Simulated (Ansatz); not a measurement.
# Mg2V: relaxing a made-up structure

Starting from a made-up structure for Mg2V, the aim is the relaxed cell, its shortest contacts and, where a second run follows, its electronic structure.

Method: DFT, PBE, plane-wave PAW, files of the set soft_1, scalar-relativistic, ferromagnetic start, cell and ions relaxed at zero pressure; PAW set soft_1, in the first sound run; inputs show where later runs differ, in Ansatz 0.2.0.

In doubt: warnings of the run leave room for a lower electronic state, so energies may not be the lowest and differences between runs may mislead.

## Step 1: Set-up

The structure is tetragonal, space group I4/mmm (No. 139). The conventional cell has a = 3.967 Å, b = 3.967 Å, c = 13.645 Å, α = 90.00°, β = 90.00°, γ = 90.00°. Nearest to V lie 9 Mg at 2.67 to 2.85 Å. Nearest to Mg lie 5 V at 2.72 to 2.85 Å. Nearest to Mg lie 4 V at 2.67 Å and 4 Mg at 2.81 Å. Farther neighbours are not listed.

Coordinates:

```cif
data_structure
_symmetry_space_group_name_H-M 'P 1'
_symmetry_Int_Tables_number 1
_cell_length_a 7.3767
_cell_length_b 7.3767
_cell_length_c 7.3767
_cell_angle_alpha 148.804
_cell_angle_beta 148.804
_cell_angle_gamma 44.700
_cell_volume 107.37
loop_
_atom_site_label
_atom_site_type_symbol
_atom_site_fract_x
_atom_site_fract_y
_atom_site_fract_z
_atom_site_occupancy
V1 V 0.86890 0.86890 0.00000 1
V2 V 0.13110 0.13110 0.00000 1
Mg3 Mg 0.66960 0.66960 0.00000 1
Mg4 Mg 0.33040 0.33040 0.00000 1
Mg5 Mg 0.00000 0.50000 0.50000 1
Mg6 Mg 0.50000 0.00000 0.50000 1
```

## Step 2: Relaxing cell and atoms

The guessed cell has no reason to be at equilibrium. It is relaxed with the atoms, within the space group of the guess.

Contents of input.yaml:

```yaml
crystal:
  lattice:
    - [-1.9835, 1.9835, 6.8225]
    - [1.9835, -1.9835, 6.8225]
    - [1.9835, 1.9835, -6.8225]
  atoms:
    - { symbol: V, position: [0.8689, 0.8689, 0.0], spin: 2.0 }
    - { symbol: V, position: [0.1311, 0.1311, 0.0], spin: 2.0 }
    - { symbol: Mg, position: [0.6696, 0.6696, 0.0] }
    - { symbol: Mg, position: [0.3304, 0.3304, 0.0] }
    - { symbol: Mg, position: [0.0, 0.5, 0.5] }
    - { symbol: Mg, position: [0.5, 0.0, 0.5] }
magnetization:
  spin_polarized: true
kpoints:
  mp_grid: { grid: [9, 9, 9] }
scf:
  occupations: { method: fermi_dirac, width: 0.05 }
hamiltonian:
  xc: pbe
  pseudopotentials: { kind: paw, azcp: { folder: soft_1 } }
relax:
  f_tol: 0.015
  max_steps: 70
  cell: {}
output:
  forces: true
  stress: true
```

Command:

```
> ansatz run input.yaml --threads 4 --pin off --max-ram 10240MiB --backend cpu --events-out ev --progress --plain --runs-dir out
```

Numbers of over 12 decimals in the logs are rounded to 6 here.

Output:

```text
basis.fft_grid_basis auto: the FFT boxes are laid along the combinations [[1, 0, 1], [0, 1, 1], [0, 0, 1]] of the cell's own vectors, 3.967, 3.967 and 7.377 Å long. The dense box has 27×27×50 points. Along the cell's own vectors, as sized, it would have 50×50×50, 3.43 times as many. Of the 16 symmetry operations that the crystal satisfies within crystal.symmetry.tolerance (time reversal apart; of a slab, those that k [...]
Engine: ansatz 0.2.0, aarch64-unknown-linux-gnu
Pseudopotentials: kind: paw
Pseudopotential: V, paw, valence charge 13, recommended cutoff 420 eV (normal), soft_1/V.paw.azcp
Pseudopotential: Mg, paw, valence charge 10, recommended cutoff 420 eV (normal), soft_1/Mg.paw.azcp
Functional definition: PBE
  parameter kappa = 0.804
  parameter beta = 0.066725
  exchange = pbe_x(kappa = kappa, mu = beta*pi^2/3)
  correlation = pbe_c(beta = beta)
Crystal: 6 atoms, lattice volume = 107.366 Å³
Basis set: ecut = 420 eV, 2131 PW (Γ), FFT grids on a1+a3, a2+a3, a3, exchange–correlation on 54×54×100 points (8 copies of the dense FFT grid, shifted against one another)
Bands: 42, of which v1, the nominal top of the filled ones, is band 33 counted from 1 (32 counted from 0)
Symmetry: 16 space group operations
Space group: I4/mmm (ITA 139), of the structure as read, at distance tolerance 4.8e-5 Å
Magnetic group: BNS 139.531 (UNI 1191), of the structure as read, at distance tolerance 4.8e-5 Å
k-points: 75 of 729
Non-local potential: V, projectors of the file, l = 0: 3, l = 1: 2, l = 2: 3, l = 3: 1
Non-local potential: Mg, projectors of the file, l = 0: 3, l = 1: 2, l = 2: 1
PAW form: soft (Blöchl's): semilocal exchange-correlation on the pseudo side does not see the compensation charge
PAW one-centre angular grid: V, 590 points (default); XC on 64 Gauss nodes
PAW one-centre angular grid: Mg, 110 points (default); XC on 64 Gauss nodes
Initial density: superposition of atomic densities (chi_scale 0.1, normalization cell)
Starting moments: Σ|m| = 4 μB on 2 of 6 sites
Initial wavefunctions: pseudopotential atomic-orbital guess
Functional: x = pbe(κ = 0.804, μ = 0.219515), c = pbe(β = 0.066725)
iter 1 solved again at ethr=2.95e-3 eV; its pass at ethr=3.10e-3 eV (dr2=1.94e0 eV) is discarded
SCF iter   1: F=—  HF=-13514.757599 eV  |F-HF|=—  |Δ(HF+E_count)|=         —  Δρ=1.90e-2 (↑1.90e-2 ↓1.33e-2)  dr2=1.95e0  dr2_m=9.54e-2  M=3.813 μB ∫|m|=3.952 μB  β_m=0.30  ethr=2.95e-3  ⟨swp⟩=1.0  Hψ=32543  notcnv=0
Mixer restart at iter 1: flushing history
preconditioner: auto → Kerker (q_TF=auto, 2.516 Å⁻¹)  [metal: Δε(μ)=0.001 eV  Ē_g=3.946 eV  σ=0.050 eV  W_gap=0.00  n_scr=32 (ndim 8)  ℏωp=15.2 eV  f_vac=0.000  D(μ)=7.64/eV (n_scr^D=86)]
spin=Collinear: Kerker preconditioning applied to the charge; magnetization (m = ρ↑ − ρ↓) channel mixes plain (no charge-response kernel on spin).
SCF iter   2: F=—  HF=-13514.944192 eV  |F-HF|=—  |Δ(HF+E_count)|=   1.87e-1  Δρ=1.52e-2 (↑1.52e-2 ↓1.14e-2)  dr2=1.46e0  dr2_m=5.06e-2  M=3.947 μB ∫|m|=4.091 μB  β_m=0.65  ethr=2.95e-3  ⟨swp⟩=1.0  Hψ=6300  notcnv=0
SCF iter   3: F=—  HF=-13515.609754 eV  |F-HF|=—  |Δ(HF+E_count)|=   6.66e-1  Δρ=6.45e-3 (↑6.45e-3 ↓4.86e-3)  dr2=2.46e-1  dr2_m=6.73e-3  M=4.339 μB ∫|m|=4.498 μB  β_m=0.70  ethr=2.21e-3  ⟨swp⟩=2.6  Hψ=9491  notcnv=0  defer=3
SCF iter   4: F=—  HF=-13515.500161 eV  |F-HF|=—  |Δ(HF+E_count)|=         —  Δρ=7.39e-3 (↑7.39e-3 ↓5.56e-3)  dr2=3.99e-2  dr2_m=3.77e-2  M=4.808 μB ∫|m|=4.990 μB  β_m=0.70  ethr=3.73e-4  ⟨swp⟩=2.2  Hψ=9937  notcnv=0  defer=165
Mixer restart at iter 4: flushing history
SCF iter   5: F=—  HF=-13515.492726 eV  |F-HF|=—  |Δ(HF+E_count)|=   7.44e-3  Δρ=2.52e-3 (↑2.44e-3 ↓2.52e-3)  dr2=1.89e-2  dr2_m=5.62e-4  M=4.757 μB ∫|m|=4.944 μB  β_m=0.73  ethr=6.04e-5  ⟨swp⟩=2.0  Hψ=8448  notcnv=0  defer=165
SCF iter   6: F=—  HF=-13515.516911 eV  |F-HF|=—  |Δ(HF+E_count)|=   2.42e-2  Δρ=1.20e-3 (↑1.20e-3 ↓1.07e-3)  dr2=1.33e-3  dr2_m=1.03e-3  M=4.785 μB ∫|m|=4.978 μB  β_m=0.77  ethr=2.87e-5  ⟨swp⟩=2.0  Hψ=9735  notcnv=0  defer=165
SCF iter   7: F=—  HF=-13515.517860 eV  |F-HF|=—  |Δ(HF+E_count)|=   9.49e-4  Δρ=7.74e-4 (↑7.74e-4 ↓2.89e-4)  dr2=1.58e-3  dr2_m=9.38e-5  M=4.761 μB ∫|m|=4.958 μB  β_m=0.86  ethr=2.02e-6  ⟨swp⟩=2.0  Hψ=8412  notcnv=0  defer=165
SCF iter   8: F=—  HF=-13515.517822 eV  |F-HF|=—  |Δ(HF+E_count)|=   3.77e-5  Δρ=3.24e-4 (↑3.24e-4 ↓9.85e-5)  dr2=1.03e-4  dr2_m=3.29e-5  M=4.773 μB ∫|m|=4.971 μB  β_m=0.93  ethr=2.02e-6  ⟨swp⟩=2.0  Hψ=7632  notcnv=0  defer=165
SCF iter   9: F=—  HF=-13515.517828 eV  |F-HF|=—  |Δ(HF+E_count)|=   6.34e-6  Δρ=1.64e-4 (↑1.64e-4 ↓5.69e-5)  dr2=2.29e-5  dr2_m=1.01e-5  M=4.773 μB ∫|m|=4.972 μB  β_m=0.93  ethr=1.56e-7  ⟨swp⟩=2.0  Hψ=7414  notcnv=0  defer=165
SCF iter  10: F=—  HF=-13515.517816 eV  |F-HF|=—  |Δ(HF+E_count)|=   1.23e-5  Δρ=1.19e-5 (↑1.19e-5 ↓1.07e-5)  dr2=6.19e-7  dr2_m=7.15e-9  M=4.772 μB ∫|m|=4.972 μB  β_m=0.93  ethr=3.47e-8  ⟨swp⟩=2.0  Hψ=7970  notcnv=0  defer=165
SCF iter  11: F=—  HF=-13515.517816 eV  |F-HF|=—  |Δ(HF+E_count)|=   2.63e-7  Δρ=8.32e-6 (↑8.32e-6 ↓3.49e-6)  dr2=8.96e-8  dr2_m=2.71e-8  M=4.772 μB ∫|m|=4.971 μB  β_m=0.96  ethr=9.38e-10  ⟨swp⟩=2.0  Hψ=8579  notcnv=0  defer=165
SCF iter  12: F=—  HF=-13515.517816 eV  |F-HF|=—  |Δ(HF+E_count)|=   1.07e-8  Δρ=2.20e-6 (↑2.20e-6 ↓7.93e-7)  dr2=7.77e-9  dr2_m=1.34e-9  M=4.772 μB ∫|m|=4.971 μB  β_m=0.98  ethr=1.36e-10  ⟨swp⟩=2.0  Hψ=7578  notcnv=0  defer=165
SCF iter  13: F=-13515.517816 eV  HF=-13515.517816 eV  |F-HF|=6.48e-10  |Δ(HF+E_count)|=  7.89e-10  Δρ=5.94e-7 (↑5.94e-7 ↓3.31e-7)  dr2=8.77e-10  dr2_m=5.38e-11  M=4.772 μB ∫|m|=4.971 μB  ethr=1.18e-11  ⟨swp⟩=1.8  Hψ=17098  notcnv=0
SCF 1 converged in 13 iterations: F = -13515.517816 eV  dr2 = 8.77e-10
  greatest PAW one-centre occupation: 1.000 electrons in one spin orbital (limit 2), on the Mg atom at site 5 (counted from 0), in its partial waves of l = 0
relax step   1: F+E_penalty+E_count = -13515.51781577 eV  Δ(F+E_penalty+E_count) = +0.000e0 eV  max|allowed force component| = 7.913e-1 eV/Å  Δτ_max = 0.0000 Å  P = +10.284 GPa  Ω = 107.366 Å³  (13 SCF iters, dr2 threshold 1.00e-7 eV, accepted)
Crystal: 6 atoms, lattice volume = 117.426 Å³
Basis set: ecut = 420 eV, 2283 PW (Γ), FFT grids on a1+a3, a2+a3, a3, exchange–correlation on 54×54×100 points (8 copies of the dense FFT grid, shifted against one another)
Initial density: handed on by an earlier stage of this run
Starting moments: Σ|m| = 4 μB on 2 of 6 sites; this step starts from the density that it was given
Initial wavefunctions: those handed on with the density
[...]
SCF iter  10: F=-13516.169228 eV  HF=-13516.169228 eV  |F-HF|=2.37e-9  |Δ(HF+E_count)|=   1.30e-7  Δρ=1.02e-6 (↑1.02e-6 ↓8.29e-7)  dr2=4.05e-9  dr2_m=1.16e-10  M=5.805 μB ∫|m|=6.085 μB  ethr=1.38e-10  ⟨swp⟩=2.0  Hψ=19105  notcnv=0
SCF 3 converged in 10 iterations: F = -13516.169228 eV  dr2 = 4.05e-9
relax step   3: F+E_penalty+E_count = -13516.16922836 eV  Δ(F+E_penalty+E_count) = -1.275e-1 eV  max|allowed force component| = 9.198e-2 eV/Å  Δτ_max = 0.0067 Å  P = +1.050 GPa  Ω = 124.411 Å³  energy of the carried Pulay correction = -2.913e-3 eV  (10 SCF iters, dr2 threshold 6.00e-7 eV, accepted)
[...]
relax step   4: F+E_penalty+E_count = -13516.17946026 eV  Δ(F+E_penalty+E_count) = -1.023e-2 eV  max|allowed force component| = 6.700e-2 eV/Å  Δτ_max = 0.0572 Å  P = +0.012 GPa  Ω = 127.178 Å³  energy of the carried Pulay correction = -3.346e-3 eV  (9 SCF iters, dr2 threshold 6.00e-7 eV, accepted)
[...]
relax step   5: F+E_penalty+E_count = -13516.18348047 eV  Δ(F+E_penalty+E_count) = -4.020e-3 eV  max|allowed force component| = 2.326e-2 eV/Å  Δτ_max = 0.0375 Å  P = -0.295 GPa  Ω = 128.409 Å³  energy of the carried Pulay correction = -3.536e-3 eV  (7 SCF iters, dr2 threshold 6.00e-7 eV, accepted)
[...]
relax step   6: F+E_penalty+E_count = -13516.18523422 eV  Δ(F+E_penalty+E_count) = -1.754e-3 eV  max|allowed force component| = 3.842e-3 eV/Å  Δτ_max = 0.0091 Å  P = -0.015 GPa  Ω = 127.445 Å³  energy of the carried Pulay correction = -3.388e-3 eV  (7 SCF iters, dr2 threshold 3.72e-7 eV, accepted)
[...]
relax step   7: F+E_penalty+E_count = -13516.19372904 eV  Δ(F+E_penalty+E_count) = -8.495e-3 eV  max|allowed force component| = 4.406e-3 eV/Å  Δτ_max = 0.0000 Å  P = +0.109 GPa  Ω = 127.445 Å³  stress off target by 2.35e-1 GPa  SCF on the basis re-selected at this cell (its energy is not comparable with the rows above)  (13 SCF iters)
[...]
relax step   8: F+E_penalty+E_count = -13516.19398373 eV  Δ(F+E_penalty+E_count) = -2.547e-4 eV  max|allowed force component| = 4.388e-4 eV/Å  Δτ_max = 0.0037 Å  P = +0.012 GPa  Ω = 127.765 Å³  energy of the carried Pulay correction = -3.925e-5 eV  (6 SCF iters, dr2 threshold 1.38e-7 eV, accepted)
iter 1 solved again at ethr=5.02e-9 eV; its pass at ethr=3.10e-3 eV (dr2=3.31e-6 eV) is discarded
SCF iter   1: F=—  HF=-13516.193522 eV  |F-HF|=—  |Δ(HF+E_count)|=         —  Δρ=1.44e-4 (↑1.44e-4 ↓1.03e-4)  dr2=1.61e-6  dr2_m=7.49e-7  M=6.090 μB ∫|m|=6.376 μB  β_m=0.65  ethr=5.02e-9  ⟨swp⟩=4.0  Hψ=44729  notcnv=0
spin=Collinear: Kerker preconditioning applied to the charge; magnetization (m = ρ↑ − ρ↓) channel mixes plain (no charge-response kernel on spin).
SCF iter   2: F=—  HF=-13516.193962 eV  |F-HF|=—  |Δ(HF+E_count)|=   4.40e-4  Δρ=5.11e-5 (↑5.11e-5 ↓3.66e-5)  dr2=2.03e-7  dr2_m=9.19e-8  M=6.090 μB ∫|m|=6.376 μB  β_m=0.65  ethr=2.44e-9  ⟨swp⟩=2.0  Hψ=7189  notcnv=0
SCF iter   3: F=—  HF=-13516.194025 eV  |F-HF|=—  |Δ(HF+E_count)|=   6.29e-5  Δρ=1.20e-6 (↑1.20e-6 ↓9.90e-7)  dr2=1.76e-9  dr2_m=2.47e-10  M=6.090 μB ∫|m|=6.375 μB  β_m=0.67  ethr=3.08e-10  ⟨swp⟩=2.0  Hψ=7376  notcnv=0
SCF iter   4: F=—  HF=-13516.194022 eV  |F-HF|=—  |Δ(HF+E_count)|=   2.75e-6  Δρ=6.66e-7 (↑6.66e-7 ↓3.06e-7)  dr2=3.16e-10  dr2_m=2.25e-10  M=6.090 μB ∫|m|=6.375 μB  β_m=0.62  ethr=2.67e-12  ⟨swp⟩=2.4  Hψ=11682  notcnv=0
SCF iter   5: F=—  HF=-13516.194022 eV  |F-HF|=—  |Δ(HF+E_count)|=  5.02e-10  Δρ=2.54e-7 (↑2.54e-7 ↓1.79e-7)  dr2=3.47e-11  dr2_m=4.89e-11  M=6.090 μB ∫|m|=6.375 μB  β_m=0.81  ethr=1.00e-12  ⟨swp⟩=2.0  Hψ=8086  notcnv=0
SCF iter   6: F=-13516.194022 eV  HF=-13516.194022 eV  |F-HF|=7.28e-12  |Δ(HF+E_count)|=  1.89e-10  Δρ=1.25e-7 (↑1.25e-7 ↓4.39e-8)  dr2=2.11e-11  dr2_m=6.93e-12  M=6.090 μB ∫|m|=6.375 μB  ethr=1.00e-12  ⟨swp⟩=2.9  Hψ=19573  notcnv=0
SCF 9 converged in 6 iterations: F = -13516.194022 eV  dr2 = 2.11e-11
relax step   9: F+E_penalty+E_count = -13516.19402184 eV  Δ(F+E_penalty+E_count) = -3.811e-5 eV  max|allowed force component| = 4.111e-4 eV/Å  Δτ_max = 0.0000 Å  P = +0.011 GPa  Ω = 127.765 Å³  stress off target by 3.29e-2 GPa  SCF on the basis re-selected at this cell (its energy is not comparable with the rows above)  (6 SCF iters)
basis re-selected at this cell: Δ(F+E_penalty+E_count) = -3.811e-5 eV, ΔP = -0.001 GPa vs the last step (what re-selecting the basis moved, of the pressure what is left beyond the Pulay correction that the steps carried, after the strain that the cell walked since its last selection, with what the two solves' SCF thresholds leave and, on support functions, any second-order correction that the steps lacked; it is no m [...]
WARN: an SCF from antiferromagnetic starting moments (-2.59, 2.59, 0.00, 0.00, 0.00, 0.00 Bohr magnetons, atom by atom) was not made, by what the run has read of turns of its moments that order reads lower: the deck asks for what bars it, or types moments that do (magnetization.spin_polarized, in the input reference, names some of the keys), or the run goes by scf.lower_state_search: light, the default, which as a rule tries one only behind a close that has lost an order of both signs, or on which an open d or half-filled 4f shell of a PAW file has lost a moment that was set nearer to Hund's than to what is left; [rest of the remark cut]
SCF converged after 6 iterations
Magnetization: 6.0900 μB (36.0450 up, 29.9550 down)
Absolute magnetization: 6.3769 μB (∫|ρ↑−ρ↓|, with the PAW one-centre terms)
Spin contamination: 0.1957 ħ² per cell (⟨S²⟩ above its minimum at these occupations)
Per-site moments (μB) at R_I (Å): [(2.560406, 1.193638), (2.560406, 1.193638), (0.034459, 1.202440), (0.034459, 1.202440), (0.014401, 1.193638), (0.014401, 1.193638)]
Free energy (F): -13516.194022 eV
Harris-Foulkes:  -13516.194022 eV  (|F-HF|=7.28e-12)
Internal energy: -13516.154395 eV  (E = F + TS)
E sigma→0 (E₀):  -13516.174208 eV
Entropy (-TS):   -0.039627 eV (-6.604 meV/atom)
Fermi energy:    7.218525 eV
--- Per-component energies (eV) ---
  E_band       = -1876.021444
  E_kinetic    = 866.237874
  E_local      = -9640.380838  (includes V_loc(G=0)·N_el)
  E_nonlocal   = 955.732463
  E_hartree    = 3484.850427
  E_xc         = -329.872834
  E_vxc        = -419.388170  (∫ρ·V_xc dr)
  E_paw        = -3461.564432  (= ΣΔE_a)
  E_vpaw       = -607.925366  (= ΣTr[D̂ρ^β])
  E_aug_tail   = 0.001501  (compensation charges beyond the density's cutoff)
  E_ewald      = -5391.158555
  E_smearing   = -0.039627  (= −TS)
  E_closure    = -0.000000  (closes the sum)
  Σ components = -13516.194022   (vs F -13516.194022, Δ=0.00e0)
--- Forces (eV/Å), atoms counted from 1 ---
  atom   1  V      0.00000000    -0.00000000    -0.00041108
  atom   2  V      0.00000000    -0.00000000     0.00041108
  atom   3  Mg     0.00000000    -0.00000000    -0.00015176
  atom   4  Mg     0.00000000     0.00000000     0.00015176
  atom   5  Mg     0.00000000     0.00000000     0.00000000
  atom   6  Mg     0.00000000     0.00000000     0.00000000
  max |Σ_I F_I| component: 1.21e-17 eV/Å
--- Stress (GPa, compression-positive) ---
        0.000704      -0.000000      -0.000000
       -0.000000       0.000704       0.000000
        0.000000      -0.000000       0.032892
  P = ⅓ Tr σ = 0.0114 GPa (0.114 kbar)
--- Relaxed structure (7 steps of the walk, 7 accepted, 2 SCFs on fresh bases) ---
  F+E_penalty+E_count = -13516.19402184 eV   max|allowed force component| = 4.111e-4 eV/Å   (the final SCF, on the basis selected at the relaxed cell)
  cell:  # Å, volume = 127.7645 Å³
    - [-2.052495, 2.052495, 7.582039]
    - [2.052495, -2.052495, 7.582039]
    - [2.052495, 2.052495, -7.582039]
  atoms:
    - { symbol: V, position: [0.865488, 0.865488, 0] }
    - { symbol: V, position: [0.134512, 0.134512, 0] }
    - { symbol: Mg, position: [0.673257, 0.673257, 0] }
    - { symbol: Mg, position: [0.326743, 0.326743, 0] }
    - { symbol: Mg, position: [0, 0.5, 0.5] }
    - { symbol: Mg, position: [0.5, 0, 0.5] }
```

The job ended after 1.7 min (4 threads of Arm Neoverse V1, shared host; peak memory 0.79 GiB).

The steps of the relaxation:

```csv
step,energy less that of the first step (eV),largest force component (eV/Å),pressure (GPa),volume (Å³)
1,0.0000,0.7913,10.28,107.37
2,-0.5239,0.1953,3.83,117.43
3,-0.6514,0.0920,1.05,124.41
4,-0.6616,0.0670,0.01,127.18
5,-0.6657,0.0233,-0.30,128.41
6,-0.6674,0.0038,-0.01,127.45
7*,-0.6759,0.0044,0.11,127.45
8,-0.6762,0.0004,0.01,127.76
9*,-0.6762,0.0004,0.01,127.76
```

Relaxation steps marked * repeat the geometry before them on a plane-wave basis chosen anew for their cell, so energy and pressure can jump there.

The run keeps the 16 symmetry operations that it works with, so distortions that break them were not tested.

```csv
"conventional cell, symmetrised",before,after,change
a (Å),3.967,4.105,+3.5 %
b (Å),3.967,4.105,+3.5 %
c (Å),13.645,15.164,+11.1 %
volume (Å³/atom),17.89,21.29,+19.0 %
```

The atoms that moved most (Å, as changes of fractional coordinates times the final cell):

```csv
atom,dx,dy,dz,length
Mg4,0.000,0.000,-0.055,0.055
Mg3,0.000,0.000,0.055,0.055
V1,0.000,0.000,-0.052,0.052
V2,0.000,0.000,0.052,0.052
```

This step gave:

- free energy: -13516.1940 eV
- energy at zero smearing: -13516.1742 eV
- smearing term TS: 0.03963 eV
- Fermi energy: 7.219 eV
- magnetization: 6.090 μB
- absolute magnetization: 6.377 μB
- site moments: 2.560, 2.560, 0.03446, 0.03446, 0.01440, 0.01440 μB
- electrons: 66
- symmetry operations: 16
- pressure: 0.01143 GPa

Site moment by atom:

```csv
atom,site moment (μB)
V1,2.56
V2,2.56
Mg3,0.03
Mg4,0.03
Mg5,0.01
Mg6,0.01
```

Shortest distances by pair of elements, guess and relaxed (not always the same contact):

```csv
pair,guess (Å),relaxed (Å)
Mg–V,2.671,2.894
Mg–Mg,2.805,2.903
V–V,3.578,4.079
```

The relaxation ends with a largest force component of 4.1e-4 eV/Å and a pressure of 0.01 GPa.

(Continued in part 2 of 2.)

[Logs are printed without paths, hosts, clocks, repeated set-up lines and the standing remarks that a program may print on its own settings, such as how far it seeks lower states.]

[Hosts, paths, dates, database ids (printed as entryN), source tags and the programs' standing remarks are cut or masked in the printed files.]
